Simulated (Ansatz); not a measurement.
Rows from a G0W0 calculation on TiO2 (Rutile) (Ansatz 0.2.0; G0W0 on r2SCAN, plane waves, PAW; 4×4×6 mesh, 493 empty bands, screening to 230 eV, plasmon pole), in eV. Spin-orbit coupling is left out.

```csv
row,Σx,Σc,Vxc,Z
A,-13.28,-7.05,-21.33,0.78
B,-26.20,4.47,-21.75,0.77
C,-13.00,-6.97,-20.88,0.78
D,-26.24,4.26,-22.00,0.78
E,-13.28,-6.78,-21.02,0.78
F,-25.52,4.60,-20.84,0.77
```

**Question.** Which rows are filled states and which are empty ones, and how can one tell?

Filled: B, D and F. Empty: A, C and E. The sign of Σc tells: for a filled state bare exchange, which holds its interaction with itself, lies below Vxc (Σx − Vxc is -4.2 eV or lower here) and screening gives part back as a positive Σc. For an empty state Σx lies above Vxc (+7.7 eV or more) and the Coulomb hole leaves Σc negative.

[Paths, hosts, dates, memory and timing lines, banners, echoed tables and standing remarks are left out of the program output.]

[Logs are printed without paths, hosts, clocks, repeated set-up lines and the standing remarks that a program may print on its own settings, such as how far it seeks lower states.]

[Runs of the session that timed out or met a known fault of the program may be left out.]

[Cells called generated may have been cut or substituted from an entry of the Crystallography Open Database or the Materials Project.]

[Hosts, paths, dates, database ids (printed as entryN), source tags and the programs' standing remarks are cut or masked in the printed files.]
